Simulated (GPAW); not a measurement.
# Core-hole calculation of the Y L₃ edge in YIn (Pm-3m)

What does one-electron theory with a core hole give for the Y L₃ edge of YIn (Pm-3m)?

Method: X-ray absorption from dipole matrix elements to empty bands, plane-wave PAW LDA, in GPAW 26.7.0.

### 1. Set-up

It takes space group Pm-3m (No. 221, cubic). The conventional cell has a = 3.810 Å, b = 3.810 Å, c = 3.810 Å, α = 90.00°, β = 90.00°, γ = 90.00°. Nearest to In lie 8 Y at 3.30 Å. Y has 8 In at 3.30 Å nearest. Farther neighbours are not listed.

As a file:

```xyz
2
Lattice="3.8100 0.0000 0.0000 0.0000 3.8100 0.0000 0.0000 0.0000 3.8100" Properties=species:S:1:pos:R:3 pbc="T T T"
In    0.0000    0.0000    0.0000
Y     1.9050    1.9050    1.9050
```

### 2. The field without a hole

The ground state comes first: it tells whether the system has a gap, which decides how the excited electron is treated.

The input, scf.py:

```python
import numpy as np
from ase import Atoms
from ase.parallel import parprint, paropen
from gpaw import GPAW, PW, FermiDirac, Mixer, MixerDif, setup_paths
from gpaw.test import gen
setup_paths.insert(0, '.')
gen('Y', name='nch2p', xcname='LDA', corehole=(2, 1, 0), write_xml=True)
from gpaw.mpi import world
world.barrier()

atoms = Atoms('InY',
    cell=[[3.81, 0, 0],
     [0, 3.81, 0],
     [0, 0, 3.81]],
    scaled_positions=[[0, 0, 0],
     [0.5, 0.5, 0.5]],
    pbc=True)
atoms.calc = calc = GPAW(legacy_gpaw=True, mode=PW(430), xc='LDA', setups={1: 'nch2p'},
    kpts={'size': (7, 7, 7), 'gamma': True}, occupations=FermiDirac(0.05),
    charge=0, mixer=Mixer(0.1, 5, 50), maxiter=150,
    convergence={'density': 0.0001}, txt='scf.txt')
energy = atoms.get_potential_energy() + calc.get_reference_energy()
ef = calc.get_fermi_level()
out = dict(energy=energy, fermi=ef, forces=atoms.get_forces().tolist())
parprint(f'all-electron energy {energy:.4f} eV, Fermi level {ef:.4f} eV')
ev = np.array([[calc.get_eigenvalues(k, s) for k in range(len(calc.get_ibz_k_points()))] for s in range(calc.get_number_of_spins())])
out['homo'], out['lumo'], out['counts'] = ev[ev < ef].max(), ev[ev > ef].min(), sorted(set((ev < ef).sum((0, 2)).tolist()))
out['filled'] = (ev[:, 0] < ef).sum(1).tolist()
import json
with paropen('out.json', 'w') as f:
    json.dump(out, f)
```

Run with:

```bash
OMP_NUM_THREADS=1 mpirun -n 4 gpaw python scf.py
```

Numbers of over 12 decimals in the logs are rounded to 6 here.

The log of the run:

```text
Input parameters:
  convergence: {density: 0.0001}
  kpts: {gamma: True,
         size: (7, 7, 7)}
  maxiter: 150
  mixer: {backend: pulay,
          beta: 0.1,
          method: separate,
          nmaxold: 5,
          weight: 50}
  mode: {ecut: 430.0,
         name: pw}
  occupations: {fixmagmom: False,
                name: fermi-dirac,
                width: 0.05}
  setups: {1: nch2p}

Initialize ...

[... PAW data sets ...]

Reference energy: -251822.176845  # eV

Spin-paired calculation

[... convergence settings ...]
Symmetries present (total): 48
  [... symmetry matrices ...]

343 k-points: 7 x 7 x 7 Monkhorst-Pack grid
20 k-points in the irreducible part of the Brillouin zone
       k-points in crystal coordinates                weights
   0:     0.00000000    0.00000000    0.00000000          1/343
   1:     0.14285714    0.00000000    0.00000000          6/343
   2:     0.14285714    0.14285714    0.00000000         12/343
   3:     0.14285714    0.14285714    0.14285714          8/343
   4:     0.28571429    0.00000000    0.00000000          6/343
   5:     0.28571429    0.14285714    0.00000000         24/343
   6:     0.28571429    0.14285714    0.14285714         24/343
   7:     0.28571429    0.28571429    0.00000000         12/343
   8:     0.28571429    0.28571429    0.14285714         24/343
   9:     0.28571429    0.28571429    0.28571429          8/343
          ...
  19:     0.42857143    0.42857143    0.42857143          8/343

Wave functions: Plane wave expansion
  Cutoff energy: 430.000 eV
  Number of coefficients (min, max): 1094, 1141
  Pulay-stress correction: 0.000000 eV/Ang^3 (de/decut=0.000000)
  Using FFTW library
  Wavefunction extrapolation:
    Improved wavefunction reuse through dual PAW basis

Occupation numbers: Fermi-Dirac:
  width: 0.0500  # eV

Eigensolver
   Davidson(niter=2)

Densities:
  Coarse grid: 20*20*20 grid
  Fine grid: 40*40*40 grid
  Total Charge: 0.000000

Density mixing:
  Method: separate
  Backend: pulay
  Linear mixing parameter: 0.1
  old densities: 5
  Width of damping distribution: 1.1
  Damping of long wavelength oscillations: 50

[... Hamiltonian set-up ...]
Number of atoms: 2
Number of atomic orbitals: 22
Number of bands in calculation: 19
Number of valence electrons: 24
Bands to converge: occupied

... initialized

Initializing position-dependent things.

Density initialized from atomic densities
Creating initial wave functions:
  19 bands from LCAO basis set

Positions:
   0 In     0.000000    0.000000    0.000000    ( 0.0000,  0.0000,  0.0000)
   1 Y      1.905000    1.905000    1.905000    ( 0.0000,  0.0000,  0.0000)

Unit cell:
           periodic     x           y           z      points  spacing
  1. axis:    yes    3.810000    0.000000    0.000000    20     0.1905
  2. axis:    yes    0.000000    3.810000    0.000000    20     0.1905
  3. axis:    yes    0.000000    0.000000    3.810000    20     0.1905

  Lengths:   3.810000   3.810000   3.810000
  Angles:   90.000000  90.000000  90.000000

Effective grid spacing dv^(1/3) = 0.1905

iter:   1    -9.809921
iter:   2    -9.764739   -2.17  -1.46
iter:   3    -9.667801   -1.69  -1.51
iter:   4    -9.675445   -3.01  -2.16
iter:   5    -9.675149c  -3.61  -2.18
iter:   6    -9.655392   -3.01  -2.25
iter:   7    -9.655708   -4.63  -2.87
iter:   8    -9.654976c  -4.66  -2.83
iter:   9    -9.654662c  -4.21  -3.04
iter:  10    -9.654609c  -5.67  -3.79
iter:  11    -9.654568c  -6.15  -3.92
iter:  12    -9.654554c  -6.28  -3.91
iter:  13    -9.654546c  -6.71  -4.07c
iter:  14    -9.654545c  -7.69c -4.40c

Converged after 14 iterations.

Dipole moment: (-0.000000, -0.000000, -0.000000) |e|*Ang

Energy contributions relative to reference atoms: (reference = -251822.176845)

Kinetic:         +3.574727
Potential:       -2.938805
External:        +0.000000
XC:             -10.412657
Entropy (-ST):   -0.009800
Local:           +0.127089
SIC:             +0.000000
--------------------------
Free energy:     -9.659445
Extrapolated:    -9.654545

Showing only first 2 kpts
 Kpt  Band  Eigenvalues  Occupancy
  0    10      6.85807    1.99513
  0    11      6.85807    1.99513
  0    12      9.91004    0.00000
  0    13      9.91004    0.00000

  1    10      6.48517    2.00000
  1    11      6.92684    1.98086
  1    12      9.01415    0.00000
  1    13      9.01415    0.00000

Fermi level: 7.15882

No gap
No difference between direct/indirect transitions

Forces in eV/Ang:
  0 In    0.00000    0.00000    0.00000
  1 Y     0.00000   -0.00000    0.00000
Scalar-relativistic atomic LDA calculation for Y (Yttrium, Z=39)
Core hole in 2p state (2p occupation: 6.0)
750 radial gridpoints.
|------------------------------------------------|
|------------------------------------------------|
[... the atom generator's iteration count ...]

Energy contributions:
-------------------------
Kinetic:    +3468.645094
XC:          -105.479064
Potential:  -6743.658531
-------------------------
Total:      -3380.492502

state      eigenvalue         ekin         rmax
-----------------------------------------------
1s^2.0 :  -618.543443   785.386613        0.025
2s^2.0 :   -84.799187   156.853497        0.141
2p^6.0 :   -75.594584   151.889632        0.113
3s^2.0 :   -13.512336    39.809453        0.422
3p^6.0 :   -10.520490    36.681922        0.416
3d^10.0:    -5.564517    31.548104        0.361
4s^2.0 :    -1.763072     8.054635        1.128
4p^6.0 :    -1.027192     6.241997        1.244
4d^1.0 :    -0.097195     2.169838        1.804
5s^2.0 :    -0.155371     0.952255        3.320
5p^0.0 :    -0.054980     0.500247        4.410
-----------------------------------------------
(units: Bohr and Hartree)

Generating PAW setup
Kinetic energy of the core from tauc = 3468.026130082391
Cutoffs:
rc(s)=2.510
rc(p)=2.490
rc(d)=2.430
rc(vbar)=2.450
rc(comp)=2.410
rc(nct)=2.510

Kinetic energy of the core states: 3411.009492
Charge: 0.0
Core electrons: 28.0
Valence electrons: 11.0
Pseudo-core charge: 0.003786
Shape function alpha=1.722
Pseudo-electron charge 7.472037
state    eigenvalue         norm
--------------------------------
4s(2) :    -1.763072     0.685202
5s(2) :    -0.155371     0.971849
4p(6) :    -1.027192     0.548140
5p(0) :    -0.054980     0.976393
4d(1) :    -0.097195     0.865310
*d    :     0.902805
--------------------------------

Diagonalizing with gridspacing h=0.050

state   all-electron     PAW
-------------------------------
4s:      -1.763072    -1.763529
4p:      -1.027192    -1.027856
4d:      -0.097195    -0.097523
*f:                    0.059866
-------------------------------
all-electron energy -251831.8314 eV, Fermi level 7.1588 eV
```

It took 4.3 s on 4 MPI ranks of Arm Neoverse V2, shared host; peak memory 0.17 GiB.

The mesh shows no gap, so the system is treated as a metal and the core electron is put at the Fermi level (neutral cell).

### 3. Spectrum without a core hole, Y atom 2

Without a hole the spectrum is the empty density of states of the right symmetry on the absorber, weighted by matrix elements. It needs only the small cell and serves as the baseline. The data set with a hole of occupation 0 only carries the core orbital.

The absorber has 8 In at 3.30 Å and 6 Y at 3.81 Å (cube and octahedron, as in bcc, site symmetry m-3m).

The input, xas.py:

```python
import numpy as np
from ase import Atoms
from ase.parallel import parprint, paropen
from gpaw import GPAW, PW, FermiDirac, Mixer, MixerDif, setup_paths
from gpaw.test import gen
setup_paths.insert(0, '.')
gen('Y', name='nch2p', xcname='LDA', corehole=(2, 1, 0), write_xml=True)
from gpaw.mpi import world
world.barrier()

atoms = Atoms('InY',
    cell=[[3.81, 0, 0],
     [0, 3.81, 0],
     [0, 0, 3.81]],
    scaled_positions=[[0, 0, 0],
     [0.5, 0.5, 0.5]],
    pbc=True)
atoms.calc = calc = GPAW(legacy_gpaw=True, mode=PW(430), xc='LDA', setups={1: 'nch2p'},
    kpts={'size': (9, 9, 9), 'gamma': True}, occupations=FermiDirac(0.1),
    charge=0, mixer=Mixer(0.1, 5, 50), maxiter=150,
    convergence={'density': 0.0001}, txt='scf.txt')
energy = atoms.get_potential_energy() + calc.get_reference_energy()
ef = calc.get_fermi_level()
out = dict(energy=energy, fermi=ef, forces=atoms.get_forces().tolist())
parprint(f'all-electron energy {energy:.4f} eV, Fermi level {ef:.4f} eV')
ev = np.array([[calc.get_eigenvalues(k, s) for k in range(len(calc.get_ibz_k_points()))] for s in range(calc.get_number_of_spins())])
out['homo'], out['lumo'], out['counts'] = ev[ev < ef].max(), ev[ev > ef].min(), sorted(set((ev < ef).sum((0, 2)).tolist()))
out['filled'] = (ev[:, 0] < ef).sum(1).tolist()

from ase.units import Ha
from gpaw.xas import dipole_matrix_elements
nb = int(calc.get_number_of_electrons() / 2) + 41
top = nb
nscf = calc.fixed_density(kpts={'size': (7, 7, 7), 'gamma': True},
    convergence={'eigenstates': 1.0}, txt='nscf.txt')
nscf.diagonalize_full_hamiltonian(nbands=nb)
cell = atoms.cell.array
ops = [cell.T @ U.T @ np.linalg.inv(cell.T) for U in nscf.wfs.kd.symmetry.op_scc]
E = np.arange(-25, 34, 0.1)
fwhm = np.interp(E, [4, 25], [1.5, 3.5])
Y, X, zero, highest = 0, 0, 1e9, 1e9
for spin in range(nscf.get_number_of_spins()):
    wfs = nscf.wfs
    A = dipole_matrix_elements(wfs.setups[1])
    eps = np.zeros((wfs.kd.nibzkpts, nb))
    d = np.zeros((3, A.shape[1], wfs.kd.nibzkpts, nb), complex)
    for kpt in wfs.kpt_u:
        if kpt.s == spin and 1 in kpt.P_ani:
            eps[kpt.k] = kpt.eps_n * Ha
            d[:, :, kpt.k] = (kpt.weight * wfs.nspins / 2) ** 0.5 * np.inner(A, kpt.P_ani[1])
    world.sum(eps)
    world.sum(d)
    T = np.einsum('amkn,bmkn->abkn', d, d.conj()).real
    T = sum(np.einsum('ai,ijkn,bj->abkn', R, T, R) for R in ops) / len(ops)
    empty = eps > ef
    zero, highest = min(zero, eps[empty].min()), min(highest, eps[:, top - 1].min())
    lines = [(eps, T, empty)] if spin == 0 else lines + [(eps, T, empty)]
for eps, T, empty in lines:
    f = np.einsum('aakn->akn', T).reshape(3, -1)
    x = eps.ravel() - zero
    w = np.interp(x, E, fwhm) / 2.35482
    g = np.exp(-0.5 * ((E[:, None] - x) / w) ** 2) / (w * (2 * np.pi) ** 0.5)
    Y = Y + (f * empty.ravel()) @ g.T
    X = X + (f * ~empty.ravel()) @ g.T
out.update(E=E.round(2).tolist(), xas=Y.tolist(), xes=X.tolist(), zero=zero, valid=highest - zero, nk=len(eps), nb=nb)
for i in range(0, len(E), 10):
    parprint(f'{E[i]:7.2f}', *(f'{v:10.3e}' for v in Y[:, i]))
import json
with paropen('out.json', 'w') as f:
    json.dump(out, f)
```

Run with:

```bash
OMP_NUM_THREADS=1 mpirun -n 4 gpaw python xas.py
```

The log of the run:

```text
Input parameters:
  convergence: {density: 0.0001}
  kpts: {gamma: True,
         size: (9, 9, 9)}
  maxiter: 150
  mixer: {backend: pulay,
          beta: 0.1,
          method: separate,
          nmaxold: 5,
          weight: 50}
  mode: {ecut: 430.0,
         name: pw}
  occupations: {fixmagmom: False,
                name: fermi-dirac,
                width: 0.1}
  setups: {1: nch2p}

Initialize ...

[...]
*d    :     0.902805
--------------------------------

Diagonalizing with gridspacing h=0.050

state   all-electron     PAW
-------------------------------
4s:      -1.763072    -1.763529
4p:      -1.027192    -1.027856
4d:      -0.097195    -0.097523
*f:                    0.059866
-------------------------------
all-electron energy -251831.8374 eV, Fermi level 7.1152 eV
[...]
32.00  9.925e-06  9.925e-06  9.925e-06
  33.00  1.041e-05  1.041e-05  1.041e-05
[key lines of the parts left out:]
Converged after 16 iterations.
Dipole moment: (0.000000, -0.000000, 0.000000) |e|*Ang
Free energy:     -9.681428
Fermi level: 7.11520
```

It took 21 s on 4 MPI ranks; peak memory 0.32 GiB; 82 s of CPU time.

The Y L₃ spectrum, Y atom 2, no core hole (energy from the lowest empty level; intensity scaled to a mean of 1 over the first 20 eV):

```csv
E (eV),intensity
-2.0,0.00
-1.5,0.01
-1.0,0.07
-0.5,0.29
0.0,0.73
0.5,1.23
1.0,1.52
1.5,1.62
2.0,1.73
2.5,1.77
3.0,1.76
3.5,1.94
4.0,2.24
4.5,2.20
5.0,1.80
5.5,1.44
6.0,1.29
6.5,1.26
7.0,1.20
7.5,1.04
8.0,0.86
8.5,0.73
9.0,0.63
9.5,0.54
10.0,0.47
10.5,0.42
11.0,0.40
11.5,0.41
12.0,0.43
12.5,0.48
13.0,0.54
13.5,0.64
14.0,0.75
14.5,0.84
15.0,0.88
15.5,0.86
16.0,0.80
16.5,0.72
17.0,0.66
17.5,0.61
18.0,0.59
18.5,0.59
19.0,0.61
19.5,0.64
20.0,0.67
20.5,0.67
21.0,0.67
21.5,0.66
22.0,0.65
22.5,0.64
23.0,0.62
23.5,0.60
24.0,0.58
24.5,0.56
25.0,0.56
25.5,0.56
26.0,0.58
26.5,0.60
27.0,0.62
27.5,0.63
28.0,0.64
28.5,0.63
29.0,0.62
29.5,0.59
30.0,0.56
30.5,0.52
31.0,0.49
31.5,0.47
32.0,0.47
```

Main maxima below 30 eV (height): 4.2 eV (2.28), 15.0 eV (0.88), 20.4 eV (0.67) and 28.2 eV (0.64). At an L edge the dipole rule selects empty d (and weakly s) states on the absorber, and the strong line at the onset measures the empty part of its d band.

The same matrix elements for filled bands give the Y L₃ emission of Y atom 2 (ground-state approximation; energy from the lowest empty level, largest value 1):

```
E (eV)  emission
-24.00      0.00
-23.25      0.00
-22.50      0.00
-21.75      0.00
-21.00      0.00
-20.25      0.00
-19.50      0.00
-18.75      0.00
-18.00      0.00
-17.25      0.00
-16.50      0.00
-15.75      0.00
-15.00      0.00
-14.25      0.00
-13.50      0.00
-12.75      0.00
-12.00      0.00
-11.25      0.00
-10.50      0.00
 -9.75      0.00
 -9.00      0.00
 -8.25      0.01
 -7.50      0.02
 -6.75      0.04
 -6.00      0.08
 -5.25      0.11
 -4.50      0.08
 -3.75      0.10
 -3.00      0.26
 -2.25      0.60
 -1.50      0.87
 -0.75      1.00
  0.00      0.68
  0.75      0.17
  1.50      0.01
  2.25      0.00
  3.00      0.00
```

Emission maxima: -0.8 eV (1.00).

### 4. Reference energy of the supercell

The photon energy needs a difference of total energies, so the cell and mesh of the coming hole run are first run without a hole.

scf.py, as its differences from that of step 2:

```diff
@@ -10,11 +10,17 @@
 
-atoms = Atoms('InY',
-    cell=[[3.81, 0, 0],
-     [0, 3.81, 0],
-     [0, 0, 3.81]],
+atoms = Atoms('In4Y4',
+    cell=[[3.81, 3.81, 3.81],
+     [-3.81, 3.81, -3.81],
+     [-3.81, 3.81, 3.81]],
     scaled_positions=[[0, 0, 0],
-     [0.5, 0.5, 0.5]],
+     [0.5, 0.5, 0],
+     [0, 0.5, 0.5],
+     [0.5, 0, 0.5],
+     [0.5, 0, 0],
+     [0, 0.5, 0],
+     [0.5, 0.5, 0.5],
+     [0, 0, 0.5]],
     pbc=True)
-atoms.calc = calc = GPAW(legacy_gpaw=True, mode=PW(430), xc='LDA', setups={1: 'nch2p'},
-    kpts={'size': (7, 7, 7), 'gamma': True}, occupations=FermiDirac(0.05),
+atoms.calc = calc = GPAW(legacy_gpaw=True, mode=PW(430), xc='LDA', setups={4: 'nch2p'},
+    kpts={'size': (5, 5, 5), 'gamma': True}, occupations=FermiDirac(0.1),
     charge=0, mixer=Mixer(0.1, 5, 50), maxiter=150,
```

Run with:

```bash
OMP_NUM_THREADS=1 mpirun -n 4 gpaw python scf.py
```

The log of the run:

```text
Input parameters:
  convergence: {density: 0.0001}
  kpts: {gamma: True,
         size: (5, 5, 5)}
  maxiter: 150
  mixer: {backend: pulay,
          beta: 0.1,
          method: separate,
          nmaxold: 5,
          weight: 50}
  mode: {ecut: 430.0,
         name: pw}
  occupations: {fixmagmom: False,
                name: fermi-dirac,
                width: 0.1}
  setups: {4: nch2p}

Initialize ...

[...]
5s(2) :    -0.155371     0.971849
4p(6) :    -1.027192     0.548140
5p(0) :    -0.054980     0.976393
4d(1) :    -0.097195     0.865310
*d    :     0.902805
--------------------------------

Diagonalizing with gridspacing h=0.050

state   all-electron     PAW
-------------------------------
4s:      -1.763072    -1.763529
4p:      -1.027192    -1.027856
4d:      -0.097195    -0.097523
*f:                    0.059866
-------------------------------
all-electron energy -1007327.3408 eV, Fermi level 7.1418 eV
[key lines of the parts left out:]
Converged after 18 iterations.
Dipole moment: (0.000000, -0.000000, -0.000000) |e|*Ang
Free energy:    -38.716082
Fermi level: 7.14178
```

It took 32 s on 4 MPI ranks; peak memory 0.28 GiB; 2.1 min of CPU time.

Reference energy: -1007327.341 eV with the cores included.

(Part 1 of 3 ends here.)

[Banner, clock and machine lines of the logs are left out without a mark of their own.]

[Logs are printed without paths, hosts, clocks, repeated set-up lines and the standing remarks that a program may print on its own settings, such as how far it seeks lower states.]

[Hosts, paths, dates, database ids (printed as entryN), source tags and the programs' standing remarks are cut or masked in the printed files.]

[Lists of maxima count a maximum above −3 eV only where it reaches 4 % of the highest in the window and stands out from its surroundings by 2 % of it (1.5 % where it reaches 55 %); shoulders and weaker maxima are passed over, and of the rest the first, up to two pre-edge ones and the few strongest are named.]
